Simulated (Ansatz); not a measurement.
# SrHfTe3 (built on the sites of a database entry of SrHfO3): from the cell to its phonons, part 2 of 2

How does SrHfTe3 (built on the sites of a database entry of SrHfO3) vibrate, and is this structure a minimum?

Ansatz 0.2.0; DFT PBEsol, scalar-relativistic, plane waves, norm-conserving pseudopotentials.

So far. Step 4 (Relaxing to small forces for the phonons): The forces vanish by symmetry and the pressure is 0.007 GPa, within the tolerances set. The cell now holds 33.96 Å³/atom. Step 5 (Zone-centre response): Before it was imposed, the acoustic sum rule was missed by 1.2e-4 eV/Å². Small misses are needed for a sound result but don't prove that mesh and cutoff are converged. The lowest optical mode is imaginary, 58.5i cm⁻¹, so the energy falls along it. The relaxed cell has a = 5.538 Å (conventional setting).

The structure was built from a prototype and need not be the compound's stable phase.

### Step 6. Response at finite wavevector

Stability and thermal properties need the whole zone. Linear response on a 2×2×2 q mesh gives force constants as far as a supercell of that size would.

input.yaml

```yaml
crystal:
  lattice:
    - [5.5376898064, 0.0, 0.0]
    - [0.0, 5.5376898064, 0.0]
    - [0.0, 0.0, 5.5376898064]
  atoms:
    - { symbol: Sr, position: [0.5, 0.5, 0.5] }
    - { symbol: Hf, position: [0.0, 0.0, 0.0] }
    - { symbol: Te, position: [0.5, 0.0, 0.0] }
    - { symbol: Te, position: [0.0, 0.5, 0.0] }
    - { symbol: Te, position: [0.0, 0.0, 0.5] }
kpoints:
  mp_grid: { grid: [6, 6, 6] }
hamiltonian:
  xc: pbesol
  pseudopotentials: { kind: nc }
scf:
  occupations: { method: methfessel_paxton, width: 0.2 }
output:
  eigenvalues: true
phonons:
  method: dfpt
  qmesh: [2, 2, 2]
  temperatures: { t_max: 1000, t_step: 50 }
  qpath:
    path:
      - [[0.0, 0.0, 0.0], [0.0, 0.5, 0.0], [0.5, 0.5, 0.0], [0.0, 0.0, 0.0], [0.5, 0.5, 0.5], [0.0, 0.5, 0.0]]
      - [[0.5, 0.5, 0.5], [0.5, 0.5, 0.0]]
    npoints: 10
```

Started as:

```sh
> ansatz run input.yaml --threads 8 --pin off --max-ram 14336MiB --backend cpu --events-out ev --progress --plain --runs-dir out
```

Numbers of over 12 decimals in the logs are rounded to 6 here.

Output:

```text
[...]
Crystal: 5 atoms, lattice volume = 169.819 Å³
Basis set: ecut = 1120 eV, 14411 PW (Γ), exchange–correlation on 128×128×128 points (8 copies of the dense FFT grid, shifted against one another)
Bands: 42, of which v1, the nominal top of the filled ones, is band 35 counted from 1 (34 counted from 0)
Symmetry: 48 space group operations
k-points: 20 of 216
[...]
SCF iter   1: F=—  HF=-11009.536705 eV  |F-HF|=—  |Δ(HF+E_count)|=         —  Δρ=3.14e-2  dr2=3.06e0  ethr=3.10e-3  ⟨swp⟩=9.8  Hψ=3994  notcnv=0
[...]
SCF iter  11: F=-11008.669083 eV  HF=-11008.669083 eV  |F-HF|=9.09e-12  |Δ(HF+E_count)|=  7.28e-12  S|Δr|=    0.00e0  Δρ=8.16e-8  dr2=7.31e-12  ethr=1.00e-12  ⟨swp⟩=15.5  Hψ=5818  notcnv=0
SCF 1 converged in 11 iterations: F = -11008.669083 eV  dr2 = 7.31e-12
[...]
SCF iter   4: F=-11008.669083 eV  HF=-11008.669083 eV  |F-HF|=7.28e-12  |Δ(HF+E_count)|=  2.36e-11  S|Δr|=    0.00e0  Δρ=6.40e-8  dr2=5.63e-12  ethr=1.00e-12  ⟨swp⟩=5.2  Hψ=3227  notcnv=0
SCF 2 converged in 4 iterations: F = -11008.669083 eV  dr2 = 5.63e-12
phonons: the bands overlap, so this run is a metal and interpolates without the dipole-dipole term. If the crystal is really an insulator or semiconductor, its LO-TO splitting is missing
NSCF: frozen V_eff on 20 k-points
WARN: eigensolver did not converge (k=6): 1 band(s) unlocked after 2 eigensolves, warm-restarted (20 sweeps on the last) at ethr=1.37e-12 eV (storage-precision floor; scheduled 1.00e-12 eV) (lowest unlocked band 41, counted from 0; max residual 1.50e-5 eV among the unlocked bands, 1.50e-5 eV over every band; other slots of this pass that fall short are told together in one closing line; warning suppressed until the next SCF loop or pass starts)
WARN: eigensolver did not converge in 3 slots of this pass, the one above among them; of largest residual over every band (k=10): 1 band(s) unlocked (lowest unlocked band 41, counted from 0; max residual 5.37e-5 eV among the unlocked bands, 5.37e-5 eV over every band); of lowest unlocked band (k=6): band 41
[...]
DFPT response loops at q = (0, 0, 0) (fractional): preconditioner auto → Kerker (q_TF=auto, 2.354 Å⁻¹) (partly filled bands, converged f_vac=0.010); β = 1.00, the filter's whole step (`scf.mixing.beta` (0.50) is not read by the response loops under this deck's `scf.mixing.preconditioner`; to damp them name `kerker` or `kerker_dos`, under which they read `scf.mixing.beta`, and type it under 1.00, their step now; both keys bind the ground state too); Broyden in place of MSR1
[...]
SCF converged after 11 iterations
[...]
Free energy (F): -11008.669083 eV
[...]
Internal energy: -11008.672840 eV  (E = F + TS)
E sigma→0 (E₀):  -11008.670022 eV
Entropy (-TS):   0.003758 eV (0.752 meV/atom)
Fermi energy:    8.945613 eV
[...]
--- Band table (eV; the first three rows and the last of 20) ---
  k-point 0: bands = [... 31 lower, 7.6680, 8.5587, 8.5587, 8.5587, 8.7622, 8.7622, 8.7622, 9.3582, ... 3 higher]
  k-point 1: bands = [... 31 lower, 7.4139, 7.6437, 8.3022, 8.3022, 8.7966, 9.6202, 9.6202, 9.7764, ... 3 higher]
  k-point 2: bands = [... 31 lower, 6.5170, 7.0286, 8.2005, 8.2005, 8.8706, 10.5104, 10.6532, 10.6532, ... 3 higher]
  k-point 19: bands = [... 31 lower, 5.4112, 9.1691, 9.1691, 9.1691, 9.6380, 11.1163, 11.1163, 11.1163, ... 3 higher]
--- Phonons (Γ-DFPT): 4 representative perturbations + reference (Σ response iterations 11) ---
  ASR residual: 1.980e-4 → 0.000e0 eV/Å²; symmetrization residual: 2.235e-5 eV/Å²
  ASR residual per site (eV/Å²): 5.31e-5 1.04e-4 1.98e-4 1.98e-4 1.98e-4
[...]
--- Phonons (arbitrary-q DFPT): 4 irreducible q on the 2×2×2 mesh ---
  q = [0.0000, 0.0000, 0.0000] (star 1, of the zone-centre solve; hermiticity 3.62e-6, symmetrization 3.62e-14): -58.52 -58.52 -58.52 -40.81 -40.81 -40.81 -0.00 0.00 0.00 17.55 17.55 17.55 190.91 190.91 190.91
  q = [0.0000, 0.0000, -0.5000] (star 3, 9 solved perturbations in 504 linear systems a pass and spin channel, the states on 64 of 216 k-point pairs; hermiticity 3.83e-6, symmetrization 1.31e-12, the responses' own estimated error 3.2e-4 eV/Å²): -51.97 -51.97 -28.36 -28.36 -15.92 -9.20 -9.20 28.55 43.66 43.66 53.31 125.34 189.03 190.79 190.79
[...]
sum rule: each row above includes the acoustic sum rule's correction from the zone centre's row sums; it moved no ω² by more than (0.65 cm⁻¹)²
  mesh force constants: q→R imaginary residual 2.73e-18; ASR residual 1.980e-4 → 0.000e0 eV/Å²; symmetrization residual 3.020e-14 eV/Å²
  interpolated dispersion: 62 rows × 15 modes
  density of states and harmonic sums: on the 12×12×12 q-mesh, interpolated from the force constants of a 2×2×2 supercell (no non-analytic term)
  largest difference from the sums on the solved wave vectors: F 1.56e-1 eV, S 2.09e-4 and C_V 5.28e-5 eV/K
  zero-point energy: 0.058342 eV/cell   skipped modes (ω ≤ 0): 490, of them read as no rigid motion or as one in doubt: 487 (5.760e0 modes/cell left out, lowest -72.09 cm⁻¹)   left out of the sums: 3.84e-1 of the cell's modes: C_V's classical limit lies that fraction below 3 k_B per atom; for a crystal, a wire or a layer, F and S can be off by more, and a phonons.interpolated_qmesh denser along its periods is the remedy for the sampling
```

Run time: 11 min. Hardware: 8 threads of Arm Neoverse V2, shared host; peak memory 5 GiB; 83 min of CPU time.

Numbers from this step:

```
sum-rule residual before enforcement                    : 1.98e-4 eV/Å²
lowest frequency on the path                            : -72.09 cm⁻¹
highest frequency on the path or at a solved wavevector : 208.6 cm⁻¹
lowest mode on the q mesh (acoustic modes at Γ apart)   : -72.09 cm⁻¹
```

Frequencies (cm⁻¹) solved at each irreducible wavevector; negative means imaginary. Frequencies by wavevector, by row:

| q in reciprocal lattice units | star | mode 1 | mode 2 | mode 3 | mode 4 | mode 13 | mode 14 | mode 15 |
| --- | --- | --- | --- | --- | --- | --- | --- | --- |
| 0 0 0 | 1 | -58.5 | -58.5 | -58.5 | -40.8 | 190.9 | 190.9 | 190.9 |
| 0 0 -0.5 | 3 | -52 | -52 | -28.4 | -28.4 | 189 | 190.8 | 190.8 |
| 0 -0.5 -0.5 | 3 | -70.1 | -54.6 | -54.6 | -39.3 | 140.3 | 191.6 | 198.4 |
| -0.5 -0.5 -0.5 | 1 | -72.1 | -72.1 | -72.1 | -53.9 | 125.1 | 125.1 | 207.3 |

Interpolated from a 2×2×2 q mesh. The phonon branches at the labelled points (cm⁻¹):

| point | branch 1 | branch 2 | branch 3 | branch 4 | branch 12 | branch 13 | branch 14 | branch 15 |
| --- | --- | --- | --- | --- | --- | --- | --- | --- |
| Γ | -58 | -58 | -58 | -41 | 18 | 191 | 191 | 191 |
| halfway | -56 | -56 | -35 | -32 | 87 | 191 | 191 | 191 |
| X | -52 | -52 | -28 | -28 | 125 | 189 | 191 | 191 |
| halfway | -56 | -52 | -46 | -42 | 126 | 165 | 191 | 199 |
| M | -70 | -55 | -55 | -39 | 126 | 140 | 192 | 198 |
| halfway | -51 | -51 | -47 | -45 | 89 | 177 | 191 | 198 |
| Γ | -58 | -58 | -58 | -41 | 18 | 191 | 191 | 191 |
| halfway | -52 | -50 | -50 | -46 | 92 | 174 | 174 | 206 |
| R | -72 | -72 | -72 | -54 | 125 | 125 | 125 | 207 |
| halfway | -58 | -56 | -49 | -47 | 126 | 156 | 171 | 207 |
| X | -52 | -52 | -28 | -28 | 125 | 189 | 191 | 191 |
| jump to R | -72 | -72 | -72 | -54 | 125 | 125 | 125 | 207 |
| halfway | -71 | -58 | -58 | -48 | 125 | 129 | 161 | 208 |
| M | -70 | -55 | -55 | -39 | 126 | 140 | 192 | 198 |

Tetrahedra on a 12×12×12 mesh, mean over bins of 5 cm-1. Interpolated from a 2×2×2 q mesh. Table of phonon density of states by wavenumber; read off at these points:

| wavenumber (cm⁻¹) | phonon density of states (1/cm⁻¹/cell) |
| --- | --- |
| -72 | 0.00498 |
| -62 | 0.0462 |
| -58 | 0.0857 |
| -52 | 0.312 |
| -48 | 0.181 |
| -42 | 0.137 |
| -32 | 0.0712 |
| -28 | 0.0660 |
| -18 | 0.0299 |
| -12 | 0.0276 |
| -2 | 0.0164 |
| 2 | 0.0177 |
| 12 | 0.0219 |
| 18 | 0.0290 |
| 28 | 0.0560 |
| 32 | 0.0624 |
| 42 | 0.0776 |
| 48 | 0.0690 |
| 58 | 0.0839 |
| 62 | 0.0858 |
| 72 | 0.106 |
| 78 | 0.0399 |
| 88 | 0.0239 |
| 92 | 0.0239 |
| 102 | 0.0254 |
| 108 | 0.0305 |
| 118 | 0.0348 |
| 122 | 0.0739 |
| 132 | 0.00345 |
| 138 | 0.00717 |
| 148 | 0.0164 |
| 152 | 0.0198 |
| 162 | 0.0267 |
| 168 | 0.0309 |
| 178 | 0.0427 |
| 182 | 0.0531 |
| 188 | 0.0910 |
| 192 | 0.0517 |
| 198 | 0.0547 |
| 208 | 0.0593 |

The partial phonon density of states has structure finer than the step of the table below, so its rows give means over 10 cm⁻¹, whole bins alone (the curve runs from -81.2 to 225 cm⁻¹). Peaks (cm⁻¹: height): Hf -13.8: 0.0120, 26.6: 0.0367, 65.1: 0.0311, 88.2: 0.0312, 111.3: 0.0442, 122.9: 0.0770, 188.3: 0.0203; Sr -50.4: 0.212; Te -52.3: 0.0676, -36.9: 0.0736, -29.2: 0.0626, 42.0: 0.0651, 53.6: 0.0649, 63.2: 0.0816, 188.3: 0.0662.

Phonopy on the run's constants, 11x11x11 mesh, Gaussian sigma 2.2 cm-1. Interpolated from a 2×2×2 q mesh. The partial phonon density of states by wavenumber; means over each step; values in 1/cm⁻¹/cell:

```
wavenumber (cm⁻¹)       Hf       Sr       Te
              -70   1.8e-6   1.5e-4   0.0245
              -60   1.8e-4   0.0307   0.0500
              -50  0.00132    0.171   0.0614
              -40  0.00144   0.0502   0.0572
              -30   9.0e-4   0.0101   0.0536
              -20  0.00278  0.00285   0.0236
              -10   0.0106  0.00250   0.0162
                0  0.00535  0.00112  0.00787
               10  0.00305  0.00316   0.0130
               20  0.00904  0.00354   0.0242
               30   0.0208  0.00446   0.0368
               40   0.0119  0.00737   0.0563
               50  0.00973  0.00316   0.0520
               60   0.0188  0.00362   0.0650
               70   0.0135  0.00252   0.0745
               80   0.0107   5.1e-4   0.0195
               90   0.0253  0.00114  0.00782
              100   0.0119   2.8e-4  0.00484
              110   0.0311   6.5e-4  0.00687
              120   0.0389   5.4e-4  0.00345
              130   0.0148   1.7e-4  0.00211
              140  0.00301   1.0e-5  0.00698
              150  0.00476   2.0e-6   0.0130
              160  0.00618        0   0.0190
              170  0.00747   6.9e-6   0.0253
              180   0.0107   1.5e-5   0.0369
              190   0.0164   1.5e-5   0.0560
              200  0.00709   4.6e-5   0.0532
              210  0.00221   1.1e-5   0.0283
```

Symmetry leaves 4 wavevectors to solve. The lowest mode among them, the acoustic zeros apart, lies at q = (-0.5, -0.5, -0.5) and is imaginary, 72.1i cm⁻¹, so the energy falls along it.

### Step 7. Another isotope, element Hf, natural mass 178.486 amu

An isotope changes the mass and not the force constants, so no new electronic calculation is needed; the shifts show which modes move this element.

The same force constants with the mass of Hf changed from 178.486 to 173.940 u (phonopy, no LO-TO term). Both lists are sorted by frequency; levels can cross, so a row need not hold one and the same mode. Modes under 3 cm⁻¹ are left out. Isotope shifts, by row, the first 40 of 57 rows:

```csv
q,rank,natural mass (cm⁻¹),changed mass (cm⁻¹)
0 0 0,1,-58.52,-58.52
0 0 0,2,-58.52,-58.52
0 0 0,3,-58.52,-58.52
0 0 0,4,-40.81,-40.81
0 0 0,5,-40.81,-40.81
0 0 0,6,-40.81,-40.81
0 0 0,10,17.55,17.66
0 0 0,11,17.55,17.66
0 0 0,12,17.55,17.66
0 0 0,13,190.9,191.5
0 0 0,14,190.9,191.5
0 0 0,15,190.9,191.5
0 0 -0.5,1,-51.97,-51.97
0 0 -0.5,2,-51.97,-51.97
0 0 -0.5,3,-28.36,-28.37
0 0 -0.5,4,-28.36,-28.37
0 0 -0.5,5,-15.92,-15.92
0 0 -0.5,6,-9.2,-9.29
0 0 -0.5,7,-9.2,-9.29
0 0 -0.5,8,28.55,28.55
0 0 -0.5,9,43.66,43.66
0 0 -0.5,10,43.66,43.66
0 0 -0.5,11,53.31,53.32
0 0 -0.5,12,125.3,126.9
0 0 -0.5,13,189,189
0 0 -0.5,14,190.8,191.4
0 0 -0.5,15,190.8,191.4
0 -0.5 -0.5,1,-70.11,-70.11
0 -0.5 -0.5,2,-54.59,-54.59
0 -0.5 -0.5,3,-54.59,-54.59
0 -0.5 -0.5,4,-39.33,-39.33
0 -0.5 -0.5,5,-15,-15.15
0 -0.5 -0.5,6,39.18,39.18
0 -0.5 -0.5,7,39.18,39.18
0 -0.5 -0.5,8,42.07,42.09
0 -0.5 -0.5,9,42.07,42.09
0 -0.5 -0.5,10,77.76,77.76
0 -0.5 -0.5,11,125.8,127.4
0 -0.5 -0.5,12,125.8,127.4
0 -0.5 -0.5,13,140.3,140.3
```

A mode of this element alone would shift by +1.30 %. The highest zone-centre frequency without the field goes from 190.9 to 191.5 cm⁻¹ (+0.3 %).

### Step 8. Isotope substitution, element Sr, natural mass 87.62 amu

The same for Sr, from 87.62 to 85.91 u.

A mode of this element alone would shift by +0.99 %. The highest zone-centre frequency without the field goes from 190.9 to 190.9 cm⁻¹ (+0.0 %).

### Step 9. Isotope substitution, element Te, natural mass 127.6 amu

The same for Te, from 127.60 to 129.91 u.

The same force constants with the mass of Te changed from 127.600 to 129.906 u (phonopy, no LO-TO term). Both lists are sorted by frequency; levels can cross, so a row need not hold one and the same mode. Modes under 3 cm⁻¹ are left out. Isotope shifts, by row, the first 40 of 57 rows:

```csv
q,rank,natural mass (cm⁻¹),changed mass (cm⁻¹)
0 0 0,1,-58.52,-58.44
0 0 0,2,-58.52,-58.44
0 0 0,3,-58.52,-58.44
0 0 0,4,-40.81,-40.45
0 0 0,5,-40.81,-40.45
0 0 0,6,-40.81,-40.45
0 0 0,10,17.55,17.47
0 0 0,11,17.55,17.47
0 0 0,12,17.55,17.47
0 0 0,13,190.9,189.6
0 0 0,14,190.9,189.6
0 0 0,15,190.9,189.6
0 0 -0.5,1,-51.97,-51.93
0 0 -0.5,2,-51.97,-51.93
0 0 -0.5,3,-28.36,-28.11
0 0 -0.5,4,-28.36,-28.11
0 0 -0.5,5,-15.92,-15.78
0 0 -0.5,6,-9.2,-9.18
0 0 -0.5,7,-9.2,-9.18
0 0 -0.5,8,28.55,28.55
0 0 -0.5,9,43.66,43.3
0 0 -0.5,10,43.66,43.3
0 0 -0.5,11,53.31,52.84
0 0 -0.5,12,125.3,125.3
0 0 -0.5,13,189,187.3
0 0 -0.5,14,190.8,189.5
0 0 -0.5,15,190.8,189.5
0 -0.5 -0.5,1,-70.11,-69.49
0 -0.5 -0.5,2,-54.59,-54.5
0 -0.5 -0.5,3,-54.59,-54.5
0 -0.5 -0.5,4,-39.33,-39.33
0 -0.5 -0.5,5,-15,-14.97
0 -0.5 -0.5,6,39.18,38.83
0 -0.5 -0.5,7,39.18,38.83
0 -0.5 -0.5,8,42.07,41.77
0 -0.5 -0.5,9,42.07,41.77
0 -0.5 -0.5,10,77.76,77.07
0 -0.5 -0.5,11,125.8,125.8
0 -0.5 -0.5,12,125.8,125.8
0 -0.5 -0.5,13,140.3,139.1
```

A mode of this element alone would shift by -0.89 %. The highest zone-centre frequency without the field goes from 190.9 to 189.6 cm⁻¹ (-0.7 %).

### Step 10. Summary of results

```json
{
 "space group after relaxation (within 0.01 Å)": "Pm-3m",
 "volume per atom": "34.0 Å³",
 "electronic character": "no gap on this mesh",
 "highest optical mode at the zone centre (no LO-TO term)": "191 cm⁻¹",
 "lowest optical zone-centre mode": "-58.5 cm⁻¹",
 "lowest mode on the q mesh (acoustic modes at Γ apart)": "-72.1 cm⁻¹",
 "highest frequency on the path or at a solved wavevector": "209 cm⁻¹",
 "imaginary modes on the 2×2×2 q mesh": "yes"
}
```

Modes are clearly imaginary (beyond 10i cm⁻¹) at 4 of the 4 irreducible wavevectors, most at q = (-0.5, -0.5, -0.5) (72.1i cm⁻¹), so this structure is not a minimum of the energy. The optical modes at Γ span -59 to 191 cm⁻¹ (negative means imaginary). The highest mode in this list at Γ, 190.9 cm⁻¹, is mostly motion of Te (76 % of the kinetic energy). With no gap, or one that is small against the smearing, the frequencies hang on the k mesh and the smearing, most of all near Kohn anomalies. A semilocal functional can close a gap that the real compound would have, so the metallic treatment may be an artefact of the level. Spin-orbit coupling is left out, which can matter for the heavy elements here. A phonon run warned that its eigensolver left some bands unconverged in a pass. The starting cell was built on a prototype and not taken from a measurement, so the phase need not exist. These are harmonic frequencies at zero temperature: anharmonic shifts, linewidths and thermal expansion are left out.

[Logs are printed without paths, hosts, clocks, repeated set-up lines and the standing remarks that a program may print on its own settings, such as how far it seeks lower states.]

[Hosts, paths, dates, database ids (printed as entryN), source tags and the programs' standing remarks are cut or masked in the printed files.]
